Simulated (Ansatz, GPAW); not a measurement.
# STM contrast on CN/Al(110), part 3 of 3

Wanted: filled- and empty-state images of CN/Al(110), with its work function.

GPAW 26.7.0 and Ansatz 0.2.0; Ansatz plane waves; slab in vacuum with a dipole correction, relaxation (the session's first sound run).

So far, upper work function (eV): step 2 (relaxation, PBE) 7.28; step 3 (plane waves, PBE) 7.23.

## (4) A second plane-wave code

A second program with its own datasets checks the number independently.

This step: Ansatz plane waves; slab in vacuum with a dipole correction (Ansatz 0.2.0).

input.yaml

```yaml
crystal:
  lattice:
    - [4.05, 0.0, 0.0]
    - [0.0, 2.8637824638, 0.0]
    - [0.0, 0.0, 21.4075649276]
  atoms:
    - { symbol: Al, position: [0.0, 0.0, 0.3269872133] }
    - { symbol: Al, position: [0.5, 0.5, 0.3938743739] }
    - { symbol: Al, position: [0.0, 0.0, 0.4607615344] }
    - { symbol: Al, position: [0.5, 0.5, 0.5314518138] }
    - { symbol: Al, position: [0.0, 0.0, 0.5922384121] }
    - { symbol: C, position: [0.5, 0.5, 0.6318003821] }
    - { symbol: "N", position: [0.5, 0.5, 0.6874575881] }
kpoints:
  mp_grid: { grid: [8, 11, 1] }
hamiltonian:
  xc: pbe
scf:
  occupations: { method: fermi_dirac, width: 0.1 }
efield:
  axis: 3
  dipole_correction: true
  ramp_width: 0.05
output:
  forces: true
  band_densities: [{ e_range: [-1.0, 0] }, { e_range: [0, 1.0] }]
  write_potential: true
  write_density: true
  volumetric_format: npy
```

Launch:

```console
$ ansatz run input.yaml --threads 2 --pin off --max-ram 4096MiB --backend cpu --events-out ev --progress --plain --runs-dir out
```

Numbers of over 12 decimals in the logs are rounded to 6 here.

Log:

```text
[...]
Crystal: 7 atoms, lattice volume = 248.292 Å³
Basis set: ecut = 420 eV, 4855 PW (Γ), exchange–correlation on 60×40×288 points (8 copies of the dense FFT grid, shifted against one another)
Bands: 19, of which v1, the nominal top of the filled ones, is band 12 counted from 1 (11 counted from 0)
Symmetry: 4 space group operations
[...]
k-points: 30 of 88
[...]
SCF iter   1: F=—  HF=-3318.909968 eV  |F-HF|=—  |Δ(HF+E_count)|=         —  Δρ=5.95e-3  dr2=3.40e-1  ethr=1.77e-3  p=-0.146 e·Å  D=-1.06e-1 V/Å  ΔV_dip=2.27 eV  dr2_dipole=1.34e-1  V_vac-E_F(+/−)=6.55/4.28 eV  ⟨swp⟩=8.4  Hψ=4140  notcnv=0
[...]
SCF iter   7: F=-3318.871907 eV  HF=-3318.871907 eV  |F-HF|=4.31e-8  |Δ(HF+E_count)|=   2.26e-7  Δρ=2.43e-6  dr2=2.38e-8  ethr=4.17e-10  p=-0.186 e·Å  D=-1.36e-1 V/Å  ΔV_dip=2.90 eV  dr2_dipole=4.71e-9  V_vac-E_F(+/−)=7.28/4.38 eV  ⟨swp⟩=14.3  Hψ=5649  notcnv=0
SCF 1 converged in 7 iterations: F = -3318.871907 eV  dr2 = 2.38e-8
[...]
SCF converged after 7 iterations
Free energy (F): -3318.871907 eV
[...]
Internal energy: -3318.786436 eV  (E = F + TS)
E sigma→0 (E₀):  -3318.829172 eV
Entropy (-TS):   -0.085471 eV (-12.210 meV/atom)
Fermi energy:    -0.379419 eV
Dipole field:    D = -0.135419 V/Å  (p = -0.185815 e·Å, saw-weighted, corrected)
Work function:   Φ+ = 7.2831 eV   Φ− = 4.3840 eV
[...]
--- Forces (eV/Å), atoms counted from 1 ---
  atom   1  Al     0.00000000     0.00000000     0.00985328
  atom   2  Al     0.00000000     0.00000000    -0.13895183
  atom   3  Al     0.00000000     0.00000000     0.13132526
  atom   4  Al     0.00000000     0.00000000    -0.00379941
  atom   5  Al     0.00000000     0.00000000    -0.00138683
  atom   6  C      0.00000000     0.00000000    -0.00667500
  atom   7  N      0.00000000     0.00000000     0.00964595
  max |Σ_I F_I| component: 1.14e-5 eV/Å
--- Band table (eV; the first three rows and the last of 30) ---
  k-point 0: bands = [... 8 lower, -2.4927, -2.2374, -1.0653, -1.0433, -0.5748, 1.1402, 1.6111, 2.2229, ... 3 higher]
  k-point 1: bands = [... 8 lower, -2.3635, -2.1100, -0.9468, -0.9220, -0.4266, 1.2535, 1.6628, 2.3325, ... 3 higher]
  k-point 2: bands = [... 8 lower, -1.9766, -1.7412, -0.6942, -0.5921, 0.0007, 1.0133, 1.5912, 1.6592, ... 3 higher]
  k-point 29: bands = [... 8 lower, -3.2135, -3.0278, -2.6130, -2.0565, -1.1065, -0.7360, 0.2098, 0.5059, ... 3 higher]
--- Band densities, each state counted as filled ---
  window                                       electrons  max residual (eV)  cut levels
  e_range: [-1, 0]                              3.159091             6.1e-9           0
  e_range: [0, 1]                               2.136364             2.8e-5           0
```

The job ended after 4.9 s (2 threads of Intel Xeon 6975P-C (Granite Rapids), shared host; peak memory 0.54 GiB; 9.5 s of CPU time).

Numbers from this step:

```yaml
upper_work_function: 7.283 eV
lower_work_function: 4.384 eV
dipole_along_the_normal: -0.1858 e·Å
dipole_field: -0.1354 V/Å
vacuum_level_above: 6.904 eV
vacuum_level_below: 4.005 eV
corrugation_e_range_minus_1_0_3p5: 0.1961 Å
decay_e_range_minus_1_0: 1.501 Å⁻¹
apparent_barrier_e_range_minus_1_0: 8.580 eV, hbar² kappa² / 2m (holds the in-plane momentum too)
corrugation_e_range_0_1_3p5: 0.3267 Å
decay_e_range_0_1: 1.533 Å⁻¹
apparent_barrier_e_range_0_1: 8.950 eV, hbar² kappa² / 2m (holds the in-plane momentum too)
```

The electrostatic potential energy of an electron (with the applied field's), less the Fermi level, planar mean oscillates, so the rows of the table below give means over windows of 1 Å about each position, cut where the curve ends. Its maxima inside the range that stand out by 2 % of the span (Å: eV): 8.5: -4.01, 10.0: -3.92, 11.3: -4.02, 12.6: -4.63, 14.1: 0.0536, 20.8: 7.28. Its minima: 7.7: -4.99, 9.2: -4.98, 10.6: -4.35, 12.0: -6.11, 13.4: -8.42, 14.7: -1.96.

Electrostatic potential energy of an electron (with the applied field's), less the Fermi level, planar mean against z; means over each step:

```csv
z (Å),"electrostatic potential energy of an electron (with the applied field's), less the Fermi level, planar mean (eV)"
0,5.56
1,4.45
2,4.38
3,4.38
4,4.35
5,4.04
6,1.15
7,-3.53
8,-4.51
9,-4.61
10,-4.13
11,-4.20
12,-5.36
13,-6.34
14,-2.57
15,1.23
16,6.95
17,7.28
18,7.28
19,7.28
20,7.28
21,7.18
```

Table of valence density, planar mean by z:

```csv
z (Å),"valence density, planar mean (e/Å³)"
2.5,2.3e-5
3.0,7.4e-5
3.5,2.5e-4
4.0,8.0e-4
4.5,0.00264
5.0,0.00860
5.5,0.0259
6.0,0.0654
6.5,0.108
7.0,0.140
7.5,0.178
8.0,0.183
8.5,0.172
9.0,0.188
9.5,0.178
10.0,0.166
10.5,0.182
11.0,0.180
11.5,0.183
12.0,0.198
12.5,0.205
13.0,0.287
13.5,0.328
14.0,0.332
14.5,0.386
15.0,0.341
15.5,0.0882
16.0,0.0146
16.5,0.00225
17.0,3.8e-4
17.5,6.1e-5
18.0,9.9e-6
```

E_range_-1_0. The planar mean of the window's density by height over the top atom:

```csv
height over the top atom (Å),planar mean of the window's density (e/Å³)
1.50,2.8e-4
1.70,1.4e-4
1.90,7.5e-5
2.10,3.9e-5
2.30,2.1e-5
2.50,1.1e-5
2.70,5.7e-6
2.90,3.0e-6
3.10,1.6e-6
3.30,8.5e-7
3.50,4.5e-7
3.70,2.4e-7
3.90,1.3e-7
4.10,7.1e-8
4.30,3.9e-8
4.50,2.2e-8
4.70,1.3e-8
4.90,7.7e-9
5.10,5.3e-9
5.30,4.2e-9
5.50,3.9e-9
5.70,4.5e-9
```

Density over a1 and a2. Constant height 3.5 Å over the top atom, window e_range_-1_0.

Ten even steps from '_' (3.10 × 1e-7 e/Å³) to '@' (5.59 × 1e-7 e/Å³):
```
________..::--==++**####%%%%@@@@@@%%%%####**++==--::..______
______....::--==++**####%%@@@@@@@@@@%%####**++==--::....____
______..::::--==++**##%%%%@@@@@@@@@@%%%%##**++==--::::..____
__......::--==++++**##%%%%@@@@@@@@@@%%%%##**++++==--::......
......::::--==++**####%%@@@@@@@@@@@@@@%%####**++==--::::....
....::::--====++**##%%%%@@@@@@@@@@@@@@%%%%##**++====--::::..
::::::----==++****##%%%%@@@@@@@@@@@@@@%%%%##****++==----::::
::::::--====++**####%%@@@@@@@@@@@@@@@@@@%%####**++====--::::
::::----====++**####%%@@@@@@@@@@@@@@@@@@%%####**++====----::
::::----==++++**##%%%%@@@@@@@@@@@@@@@@@@%%%%##**++++==----::
::::----====++**####%%@@@@@@@@@@@@@@@@@@%%####**++====----::
::::::--====++**####%%@@@@@@@@@@@@@@@@@@%%####**++====--::::
::::::----==++****##%%%%@@@@@@@@@@@@@@%%%%##****++==----::::
....::::--====++**##%%%%@@@@@@@@@@@@@@%%%%##**++====--::::..
......::::--==++**####%%@@@@@@@@@@@@@@%%####**++==--::::....
__......::--==++++**##%%%%@@@@@@@@@@%%%%##**++++==--::......
______..::::--==++**##%%%%@@@@@@@@@@%%%%##**++==--::::..____
______....::--==++**####%%@@@@@@@@@@%%####**++==--::....____
________..::--==++**####%%%%@@@@@@%%%%####**++==--::..______
________..::--==++**####%%%%@@@@@@%%%%####**++==--::..______
```
Columns: a1 from 0 to 0.967; rows upwards: a2 from 0 to 0.95.

Tip height over the top atom over a1 and a2. Constant current at the density 4.524e-07 e/Å^3, window e_range_-1_0.

Ten even steps from '_' (3.37 Å) to '@' (3.56 Å):
```
______..::--==++**####%%%%@@@@@@@@@@%%%%####**++==--::..____
____....::--==++**##%%%%@@@@@@@@@@@@@@%%%%##**++==--::....__
__....::::--==++**##%%%%@@@@@@@@@@@@@@%%%%##**++==--::::....
....::::--==++****##%%%%@@@@@@@@@@@@@@%%%%##****++==--::::..
::::::----==++**####%%%%@@@@@@@@@@@@@@%%%%####**++==----::::
::::----==++++**##%%%%@@@@@@@@@@@@@@@@@@%%%%##**++++==----::
------====++**####%%%%@@@@@@@@@@@@@@@@@@%%%%####**++====----
------==++++**####%%%%@@@@@@@@@@@@@@@@@@%%%%####**++++==----
----====++++**##%%%%@@@@@@@@@@@@@@@@@@@@@@%%%%##**++++====--
----====++****##%%%%@@@@@@@@@@@@@@@@@@@@@@%%%%##****++====--
----====++++**##%%%%@@@@@@@@@@@@@@@@@@@@@@%%%%##**++++====--
------==++++**####%%%%@@@@@@@@@@@@@@@@@@%%%%####**++++==----
------====++**####%%%%@@@@@@@@@@@@@@@@@@%%%%####**++====----
::::----==++++**##%%%%@@@@@@@@@@@@@@@@@@%%%%##**++++==----::
::::::----==++**####%%%%@@@@@@@@@@@@@@%%%%####**++==----::::
....::::--==++****##%%%%@@@@@@@@@@@@@@%%%%##****++==--::::..
__....::::--==++**##%%%%@@@@@@@@@@@@@@%%%%##**++==--::::....
____....::--==++**##%%%%@@@@@@@@@@@@@@%%%%##**++==--::....__
______..::--==++**####%%%%@@@@@@@@@@%%%%####**++==--::..____
______..::--==++**####%%%%@@@@@@@@@@%%%%####**++==--::..____
```
Columns: a1 from 0 to 0.967; rows upwards: a2 from 0 to 0.95.

E_range_0_1. The planar mean of the window's density by height over the top atom:

```csv
height over the top atom (Å),planar mean of the window's density (e/Å³)
1.50,1.9e-4
1.70,9.6e-5
1.90,4.9e-5
2.10,2.5e-5
2.30,1.3e-5
2.50,6.7e-6
2.70,3.5e-6
2.90,1.8e-6
3.10,9.4e-7
3.30,4.9e-7
3.50,2.6e-7
3.70,1.4e-7
3.90,7.3e-8
4.10,3.9e-8
4.30,2.1e-8
4.50,1.2e-8
4.70,6.7e-9
4.90,4.0e-9
5.10,2.6e-9
5.30,2.0e-9
5.50,1.8e-9
5.70,2.0e-9
```

Density over a1 and a2. Constant height 3.5 Å over the top atom, window e_range_0_1.

Ten even steps from '0' (1.64 × 1e-7 e/Å³) to '9' (4.67 × 1e-7 e/Å³):
```
111223455678899999887655432211
111223445677889998877654432211
111122345566778887766554322111
011122334455666666655443322111
000112233344455555444333221100
000011122233333333333222111000
000001111222222222222211110000
000000011111111111111111000000
000000000000000000000000000000
000000000000000000000000000000
000000000000000000000000000000
000000011111111111111111000000
000001111222222222222211110000
000011122233333333333222111000
000112233344455555444333221100
011122334455666666655443322111
111122345566778887766554322111
111223445677889998877654432211
111223455678899999887655432211
111223456678999999987665432211
```
Columns: a1 from 0 to 0.967; rows upwards: a2 from 0 to 0.95.

Tip height over the top atom over a1 and a2. Constant current at the density 2.589e-07 e/Å^3, window e_range_0_1.

Ten even steps from '_' (3.35 Å) to '@' (3.67 Å):
```
::::::--==++++**##%%%%@@@@@@@@@@@@@@@@@@%%%%##**++++==--::::
::::::--====++**####%%%%@@@@@@@@@@@@@@%%%%####**++====--::::
::::::----==++++**####%%%%%%%%%%%%%%%%%%####**++++==----::::
....::::----==++++****##################****++++==----::::..
......::::----==++++++******************++++++==----::::....
__......::::----======++++++++++++++++++======----::::......
______....::::::----------==========----------::::::....____
________......::::::::::::::::::::::::::::::::::......______
__________..........................................________
__________..........................................________
__________..........................................________
________......::::::::::::::::::::::::::::::::::......______
______....::::::----------==========----------::::::....____
__......::::----======++++++++++++++++++======----::::......
......::::----==++++++******************++++++==----::::....
....::::----==++++****##################****++++==----::::..
::::::----==++++**####%%%%%%%%%%%%%%%%%%####**++++==----::::
::::::--====++**####%%%%@@@@@@@@@@@@@@%%%%####**++====--::::
::::::--==++++**##%%%%@@@@@@@@@@@@@@@@@@%%%%##**++++==--::::
::::----==++++**##%%%%@@@@@@@@@@@@@@@@@@%%%%##**++++==----::
```
Columns: a1 from 0 to 0.967; rows upwards: a2 from 0 to 0.95.

Force by atom:

```csv
atom,x (eV/Å),y (eV/Å),z (eV/Å),size
Al1,0.000,0.000,0.010,0.010
Al2,0.000,0.000,-0.139,0.139
Al3,0.000,0.000,0.131,0.131
Al4,0.000,0.000,-0.004,0.004
Al5,0.000,0.000,-0.001,0.001
C6,0.000,0.000,-0.007,0.007
N7,0.000,0.000,0.010,0.010
```

The upper face's work function is 7.283 eV, against 7.232 eV in the first plane-wave PBE run at this geometry.

## (5) Side by side

Results and costs are gathered.

This step: comparison of work functions, dipole and cost (GPAW 26.7.0).

Ladder, by row:

```csv
step,code,"work function, upper (eV)","work function, lower (eV)",dipole (e Å),wall time (s),peak memory (GiB),threads
pw,GPAW,7.232,4.389,-0.1828,86.88,0.49,2
ansatz,Ansatz,7.283,4.384,-0.1858,4.89,0.541,2
```

## (6) A changed run

One more run, with changed settings.

This step: GPAW, PAW setups; slab in vacuum (GPAW 26.7.0).

run.py

```python
import json
import numpy as np
from ase import Atoms
from gpaw import GPAW, PW

slab = Atoms(
    ['Al', 'Al', 'Al', 'Al', 'Al', 'C', 'N'],
    positions=[
        [0.00000, 0.00000, 7.00000],
        [2.02500, 1.43189, 8.43189],
        [0.00000, 0.00000, 9.86378],
        [2.02500, 1.43189, 11.37709],
        [0.00000, 0.00000, 12.67838],
        [2.02500, 1.43189, 13.52531],
        [2.02500, 1.43189, 14.71679]],
    cell=[[4.05, 0.0, 0.0], [0.0, 2.86378, 0.0], [0.0, 0.0, 21.40756]],
    pbc=[True, True, True])

slab.calc = GPAW(mode=PW(500), xc='PBE', kpts={'size': (8, 11, 1), 'gamma': True},
                 occupations={'name': 'fermi-dirac', 'width': 0.1}, nbands='140%',
                 convergence={'density': 1e-05}, maxiter=50,
                 poissonsolver={'dipolelayer': 'xy'},
                 symmetry={'tolerance': 1e-3}, txt='slab.txt')
result = {}
energy = slab.get_potential_energy()
fermi = slab.calc.get_fermi_level()
v = slab.calc.get_electrostatic_potential().mean((0, 1)) - fermi
n = slab.calc.get_pseudo_density().mean((0, 1))
L = slab.cell[2, 2]
z = np.arange(len(v)) * L / len(v)
low, high = slab.positions[:, 2].min(), slab.positions[:, 2].max()
below, above = np.interp([low - 4.8, high + 4.8], z, v)
slopes = [np.interp(x, z, np.gradient(v, z)) for x in (low - 4.8, high + 4.8)]
eps = np.array([[slab.calc.get_eigenvalues(k, s) for k in range(len(slab.calc.get_ibz_k_points()))]
                for s in range(slab.calc.get_number_of_spins())]) - fermi
top, bottom = eps[eps < 0].max(), eps[eps > 0].min()
dipole = slab.get_dipole_moment()[2]
print(f'energy {energy:.4f} eV, Fermi level {fermi:.4f} eV, dipole {dipole:.5f} e A')
print(f'potential 4.8 A off the faces, from the Fermi level: lower {below:.4f} eV, upper {above:.4f} eV')
print(f'slope of the potential there: lower {slopes[0]:.5f}, upper {slopes[1]:.5f} eV/A')
print(f'nearest levels on the mesh: {top:.4f} and {bottom:.4f} eV')
print('magnetic moment', round(slab.get_magnetic_moment(), 3))
result.update(energy=energy, fermi=fermi, dipole=dipole, below=below, above=above, slopes=slopes, edges=[top, bottom],
              z=z.tolist(), v=v.tolist(), n=n.tolist(), positions=slab.positions.tolist(),
              forces=slab.get_forces(apply_constraint=False).tolist(), moments=slab.get_magnetic_moments().tolist())
json.dump(result, open('result.json', 'w'))
```

Launch:

```console
$ OMP_NUM_THREADS=1 OPENBLAS_NUM_THREADS=2 python run.py
```

Log:

```text
AssertionError
```

The job ended after 0.72 s (2 threads; peak memory 0.14 GiB).

The program refused the input before any cycle.

The fault put into the input: a dipole layer in a cell that repeats along the normal (pbc_z = true).

## (7) Results

```
work function, upper and lower face : 7.232 and 4.389 eV
dipole along the normal             : -0.183 e Å
corrugation at -1 V                 : 0.386 Å as printed, 0.22 Å or less without short-wave noise
corrugation at 1 V                  : 0.414 Å as printed, 0.34 Å or less without short-wave noise
```

What this shows: At -1 V and 1 V GPAW's map carries short-wave noise, which can't be real at this height: without waves under 1.5 Å it spans 0.22 Å against 0.39 Å printed and 0.34 Å against 0.41 Å printed. The reading below uses the filtered value, which may still be too high. The corrugation at constant current is largest at 1 V, where the tip height varies by 0.34 Å over the cell. Negative sample bias images filled states, positive bias empty ones. The two faces differ by 2.8 eV, the step that the slab's dipole makes (e p/(ε0 A) gives 2.9 eV), so the dipole layer is needed. The two plane-wave codes differ by 0.051 eV on the upper face. The images are of Tersoff-Hamann type: an s-wave tip, no tip-sample forces, heights closer than in a microscope. Ansatz gives corrugations of 0.20 Å at -1 V (GPAW 0.22) and 0.33 Å at 1 V (GPAW 0.34). GPAW's time includes a further run over the whole zone for the images, so the two times are not like for like. At this geometry GPAW leaves forces of up to 0.31 eV/Å on free atoms, so it isn't GPAW's own minimum, and dipole and steps would shift on relaxing there. The cell of 11.6 Å² holds one CN, started on one chosen site; other sites and coverages weren't tried. The in-plane lattice was kept as typed, which isn't the functional's own and leaves some strain; spin-orbit coupling and temperature are left out.

[Logs are printed without paths, hosts, clocks, repeated set-up lines and the standing remarks that a program may print on its own settings, such as how far it seeks lower states.]

[Hosts, paths, dates, database ids (printed as entryN), source tags and the programs' standing remarks are cut or masked in the printed files.]
